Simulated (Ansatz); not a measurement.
## Slab bands of bismuthene, single

Wanted: the bands of bismuthene, single, and its levels against the vacuum.

Method: plane-wave DFT, PBE-D3(BJ), Ansatz PAW, in the first sound run; inputs show where later runs differ, in Ansatz 0.2.0.

The raw output is cut from this account; settings, times and results stay.

### 1. The structure

The cell holds 2 atoms: 2 Bi. Its edges and angles: a = 4.340 Å, b = 4.340 Å, c = 19.740 Å, α = 90.0°, β = 90.0°, γ = 120.0°. Vacuum lies along c.

### 2. Relaxing the slab

The structure is relaxed first, because levels and dipoles at a surface follow the positions of the outer atoms.

The input, input.yaml:

```yaml
crystal:
  lattice:
    - [4.34, 0.0, 0.0]
    - [-2.17, 3.7585502524, 0.0]
    - [0.0, 0.0, 19.74]
  atoms:
    - { symbol: Bi, position: [0.6666666667, 0.3333333333, 0.4559270517] }
    - { symbol: Bi, position: [0.3333333333, 0.6666666667, 0.5440729483] }
kpoints:
  mp_grid: { grid: [12, 12, 1] }
hamiltonian:
  xc: pbe
  dispersion: d3bj
scf:
  occupations: { method: fermi_dirac, width: 0.1 }
  convergence: { dr2_threshold: 1.0e-08 }
efield:
  axis: 3
  dipole_correction: true
  ramp_position: 0.97
  ramp_width: 0.06
relax:
  f_tol: 0.01
  max_steps: 60
output:
  write_potential: true
  write_density: true
  volumetric_format: npy
```

The run is started by

```bash
$ ansatz run input.yaml --threads 2 --pin off --max-ram 3072MiB --backend cpu --events-out ev --progress --plain --runs-dir out
```

Elapsed: 13 s, on 2 threads of Arm Neoverse V2, shared host; peak memory 0.48 GiB; 25 s of CPU time.

Step by step:

```
step  energy less that of the first step (eV)  largest force component (eV/Å)
   1                                   0.0000                          0.1251
   2                                   0.0016                          0.2012
   3                                  -0.0011                          0.0036
```

Relaxation step 2 was tried and not accepted.

Forces are held to the 6 operations that the program found; a distortion that breaks them can't arise in this run.

Final coordinates:

```
Bi
1.0
     4.34000    0.00000    0.00000
    -2.17000    3.75855    0.00000
     0.00000    0.00000   19.74000
Bi
2
Cartesian
  2.1700 1.2529 9.0082
  0.0000 2.5057 10.7318
```

Numbers from this step:

```
energy at zero smearing : -24793.3255 eV
```

The relaxation took 3 steps and lowered the energy by 0.0011 eV; the largest force on the free atoms ends at 0.0036 eV/Å.

The gap is 0.58 eV.

### 3. Bands and layer weights

This step: plane-wave DFT, PBE, Ansatz PAW (Ansatz 0.2.0).

The bands of the relaxed layer, with projections on the atoms.

The input, input.yaml:

```yaml
crystal:
  lattice:
    - [4.34, 0.0, 0.0]
    - [-2.17, 3.7585502524, 0.0]
    - [0.0, 0.0, 19.74]
  atoms:
    - { symbol: Bi, position: [0.6666666667, 0.3333333333, 0.4563410827] }
    - { symbol: Bi, position: [0.3333333333, 0.6666666667, 0.5436589173] }
kpoints:
  mp_grid: { grid: [12, 12, 1] }
  band_path:
    path: [[0, 0, 0], [0.5, 0, 0], [0.33333333, 0.33333333, 0], [0, 0, 0]]
    npoints: 24
hamiltonian:
  xc: pbe
scf:
  occupations: { method: fermi_dirac, width: 0.05 }
  convergence: { dr2_threshold: 1.0e-09 }
efield:
  axis: 3
  dipole_correction: true
  ramp_position: 0.97
  ramp_width: 0.06
output:
  fatbands: true
  dos: { projected: true, e_range: [-8, 5] }
  write_potential: true
  write_density: true
  volumetric_format: npy
  elf: true
```

The job ended after 21 s (2 threads; peak memory 0.55 GiB).

Read from the output:

| Item | Value |
| --- | --- |
| gap along the path | 0.5801 eV |
| smallest direct gap along the path | 0.5801 eV |
| ionisation energy, upper face | 4.183 eV |
| electron affinity, upper face | 3.603 eV |
| gap, the smaller of path and mesh | 0.5801 eV |

The density of states has structure finer than the step of the table below, so its rows give means over 0.25 eV. Peaks (eV: height): -3.340: 11.4, -2.490: 3.13, -1.090: 4.65, 1.510: 5.52, 2.040: 6.78.

The density of states by energy, zero at the Fermi level of the run, which the smearing sets inside the gap; means over each step:

energy (eV), density of states (states/eV a cell) and a bar:
```
    -3.75        0.0 
    -3.50        0.4 ###
    -3.25        3.8 ##############################
    -3.00        1.5 ############
    -2.75        1.1 ########
    -2.50        2.3 ##################
    -2.25        1.6 ############
    -2.00        2.6 #####################
    -1.75        3.0 ########################
    -1.50        2.3 ##################
    -1.25        2.4 ##################
    -1.00        1.8 ##############
    -0.75        0.6 #####
    -0.50        0.4 ###
    -0.25        0.0 
     0.00        0.0 
     0.25        0.0 
     0.50        0.0 
     0.75        0.8 #######
     1.00        2.0 ################
     1.25        2.8 ######################
     1.50        2.3 ##################
     1.75        0.3 ###
     2.00        3.5 ###########################
```

Projected DOS per atom over height of the atomic layer and energy from the Fermi level. Layers: Bi Bi from below.

Ten even steps from '_' (0.00 states/eV) to '@' (1.42 states/eV), each cell a mean:
```
@@@@
====
%%%%
....
____
____
::::
%%%%
@@@@
####
++++
####
::::
____
____
____
____
____
____
____
____
____
```
Columns: height of the atomic layer (Å) from 9.01 to 10.7; rows upwards: energy from the Fermi level (eV) from -7.96 to 2.25.

The electronic bands at the labelled points (eV, zero at the Fermi level of the run, which the smearing sets inside the gap):

| point | band 13 | band 14 | band 15 | band 16 | band 17 | band 18 | band 19 |
| --- | --- | --- | --- | --- | --- | --- | --- |
| Γ | -1.07 | -0.31 | -0.31 | 0.27 | 2.25 | 2.25 | 3.48 |
| halfway | -2.71 | -1.17 | -1.16 | 0.66 | 2.49 | 2.83 | 4.06 |
| M | -3.37 | -1.97 | -1.73 | 1.08 | 1.90 | 2.90 | 4.54 |
| halfway | -3.34 | -2.32 | -1.99 | 1.57 | 2.14 | 2.53 | 4.95 |
| K | -3.47 | -2.27 | -2.27 | 1.09 | 2.74 | 2.74 | 5.77 |
| halfway | -2.71 | -2.06 | -1.09 | 1.45 | 1.99 | 2.81 | 4.32 |
| Γ | -1.07 | -0.31 | -0.31 | 0.27 | 2.25 | 2.25 | 3.48 |

Valence density in the ca plane at fractional y = 0.333, with atoms of Bi within 0.2 Å of it. It is the smooth field of the valence electrons, not physical close to the nuclei.

Ten steps, logarithmic in the rise over the least value, from '0' (0.0 e/Å³) to '9' (7.3 e/Å³), each cell a mean:
```
00000000000000000000012334332211000000000000
00000000000000000000123577642211000000000000
00000000000000000000125799853210000000000000
00000000000000000000135899963210000000000000
00000000000000000000125799853210000000000000
00000000000000000000123566542211000000000000
00000000000000000000012233332221100000000000
00000000000000000000001112222222100000000000
00000000000000000000000011122332110000000000
00000000000000000000000011122332110000000000
00000000000000000000001122222222100000000000
```
Columns run along c (16.0 Å, from fractional 0.00 to 0.81 of the cell), rows up along a (4.3 Å). Atoms in or near the plane, at fractional coordinates: Bi at (0.46, 0.67).

Electrostatic potential energy in the ca plane at fractional y = 0.333, with atoms of Bi within 0.2 Å of it. With pseudopotentials it is smooth inside the atoms' cores, unlike the true potential.

Ten even steps from '0' (-35 eV) to '9' (3 eV), each cell a mean:
```
99999999999999999999998766789999999999999999
99999999999999999999997310268999999999999999
99999999999999999999984000037999999999999999
99999999999999999999983000027999999999999999
99999999999999999999985000037999999999999999
99999999999999999999997411378999999999999999
99999999999999999999999877789999999999999999
99999999999999999999999999998888999999999999
99999999999999999999999999998778999999999999
99999999999999999999999999998788999999999999
99999999999999999999999999998889999999999999
```
Columns run along c (16.0 Å, from fractional 0.00 to 0.81 of the cell; values clipped at the 3rd and 97th percentile), rows up along a (4.3 Å). Atoms in or near the plane, at fractional coordinates: Bi at (0.46, 0.67).

ELF in the ca plane at fractional y = 0.333, with atoms of Bi within 0.2 Å of it. It is the smooth field of the valence electrons, not physical close to the nuclei.

Values, 6 rows by 16 columns, each cell a mean:
```
0.00 0.00 0.00 0.00 0.00 0.02 0.18 0.52 0.50 0.41 0.40 0.24 0.09 0.01 0.00 0.00
0.00 0.00 0.00 0.00 0.00 0.05 0.33 0.65 0.36 0.24 0.33 0.10 0.01 0.00 0.00 0.00
0.00 0.00 0.00 0.00 0.00 0.04 0.31 0.64 0.40 0.28 0.34 0.12 0.02 0.00 0.00 0.00
0.00 0.00 0.00 0.00 0.00 0.01 0.12 0.42 0.48 0.42 0.42 0.31 0.15 0.03 0.00 0.00
0.00 0.00 0.00 0.00 0.00 0.00 0.01 0.06 0.15 0.31 0.39 0.49 0.37 0.09 0.01 0.00
0.00 0.00 0.00 0.00 0.00 0.00 0.02 0.11 0.24 0.35 0.40 0.47 0.33 0.07 0.01 0.00
```
Columns run along c (16.0 Å, from fractional 0.00 to 0.81 of the cell), rows up along a (4.3 Å). Atoms in or near the plane, at fractional coordinates: Bi at (0.46, 0.67).

The gap is 0.58 eV, with the valence edge 4.18 eV and the conduction edge 3.60 eV under the upper vacuum level. Spin-orbit coupling is still left out here.

### 4. With spin-orbit coupling

This step: plane-wave DFT, PBE, fully relativistic PAW with spin-orbit coupling (Ansatz 0.2.0).

Heavy atoms split their bands by spin-orbit coupling, so the bands are run again with fully relativistic files.

input.yaml, the sections that differ from step 3:

```yaml
hamiltonian:
  xc: pbe
  pseudopotentials: { kind: paw_fr }
magnetization:
  noncollinear: true
  spin_orbit: true
scf:
  occupations: { method: fermi_dirac, width: 0.05 }
  convergence: { dr2_threshold: 1.0e-08 }
output:
  fatbands: true
  write_potential: true
  write_density: true
  volumetric_format: npy
kpoints:
  mp_grid: { grid: [12, 12, 1] }
  band_path:
    path: [[0, 0, 0], [0.5, 0, 0], [0.33333333, 0.33333333, 0], [0, 0, 0]]
    npoints: 14
# crystal, efield: as in step 3
```

Elapsed: 95 s, on 2 threads; peak memory 1.1 GiB; 3.2 min of CPU time.

Read from the output:

| Property | Result |
| --- | --- |
| energy at zero smearing | -24876.6290 eV |
| gap along the path | 0.5272 eV |
| smallest direct gap along the path | 0.5973 eV |
| ionisation energy, upper face | 3.905 eV |
| electron affinity, upper face | 3.378 eV |
| gap, the smaller of path and mesh | 0.5272 eV |

Electronic bands along the path, in eV, zero at the Fermi level of the run, which the smearing sets inside the gap:

```
  point  band 27  band 28  band 29  band 30  band 31  band 32  band 33  band 34
      Γ    -0.42    -0.42    -0.41    -0.41     0.25     0.25     1.43     1.43
halfway    -2.13    -2.13    -0.81    -0.81     0.37     0.37     2.15     2.15
      M    -2.97    -2.97    -1.45    -1.45     0.71     0.71     1.77     1.77
halfway    -3.07    -3.07    -1.90    -1.90     1.15     1.15     1.95     1.95
      K    -3.01    -3.01    -2.18    -2.18     0.83     0.83     2.30     2.30
halfway    -2.55    -2.55    -1.17    -1.17     1.06     1.06     1.79     1.79
      Γ    -0.42    -0.42    -0.41    -0.41     0.25     0.25     1.43     1.43
```

The gap is 0.53 eV, with the valence edge 3.91 eV and the conduction edge 3.38 eV under the upper vacuum level.

### 5. Close to the zone centre

A Rashba splitting shows at small k, so a short path out of the zone centre is sampled finely.

Edit input.yaml of step 4 so:

```diff
@@ -29,4 +29,2 @@
   mp_grid: { grid: [12, 12, 1] }
-  band_path:
-    path: [[0, 0, 0], [0.5, 0, 0], [0.33333333, 0.33333333, 0], [0, 0, 0]]
-    npoints: 14
+  band_path: { path: [[0, 0, 0], [0.1795, 0, 0]], npoints: 30 }
```

The job ended after 76 s (2 threads; peak memory 1.1 GiB).

Read from the output:

| Item | Value |
| --- | --- |
| gap along the path | 0.5236 eV |
| smallest direct gap along the path | 0.5884 eV |
| ionisation energy, upper face | 3.902 eV |
| gap, the smaller of path and mesh | 0.5236 eV |

The electronic bands at the labelled points (eV, zero at the Fermi level of the run, which the smearing sets inside the gap):

```csv
point,band 27,band 28,band 29,band 30,band 31,band 32,band 33,band 34
Γ,-0.42,-0.42,-0.41,-0.41,0.25,0.25,1.43,1.43
halfway,-1.12,-1.12,-0.33,-0.33,0.50,0.50,1.68,1.68
end,-1.75,-1.75,-0.58,-0.58,0.48,0.48,2.05,2.05
```

The levels on this short path go into the next step.

### 6. Outcome

```yaml
ionisation_energy_upper_face_without_spin_orbit_coupling: 4.18 eV
electron_affinity_upper_face_without_spin_orbit_coupling: 3.60 eV
ionisation_energy_upper_face_with_spin_orbit_coupling: 3.91 eV
electron_affinity_upper_face_with_spin_orbit_coupling: 3.38 eV
gap_without_spin_orbit_coupling: 0.580 eV
gap_with_spin_orbit_coupling: 0.527 eV
```

The slab is too thin to part surface from interior; its gap is 0.58 eV. Spin-orbit coupling changes the gap from 0.58 to 0.53 eV. The slab has an inversion centre, so with spin-orbit coupling every level stays doubly degenerate, and a Rashba splitting of one face can't be read off as a split pair. Semilocal functionals give gaps that are too small, and confinement in a thin slab widens them. The in-plane lattice is held at a typed value, so part of the relaxation answers the strain against the functional's own lattice constant. Image-potential states are missing at this level, since the potential falls off too fast in the vacuum.

[Long decimals in the printed logs are rounded to 6 places.]

[Logs are printed without paths, hosts, clocks, repeated set-up lines and the standing remarks that a program may print on its own settings, such as how far it seeks lower states.]

[Hosts, paths, dates, database ids (printed as entryN), source tags and the programs' standing remarks are cut or masked in the printed files.]

[Maps of the electrostatic potential energy from Ansatz leave out the sawtooth potential of an applied field or a dipole correction, so their vacuum need not be flat; planar profiles and work functions include it.]

[The density of states shown here was stored with 400 of the rows of the run's finer table, so its peaks can read low, often by over a quarter, or be missed, and its means over a window can be off by a tenth or more.]
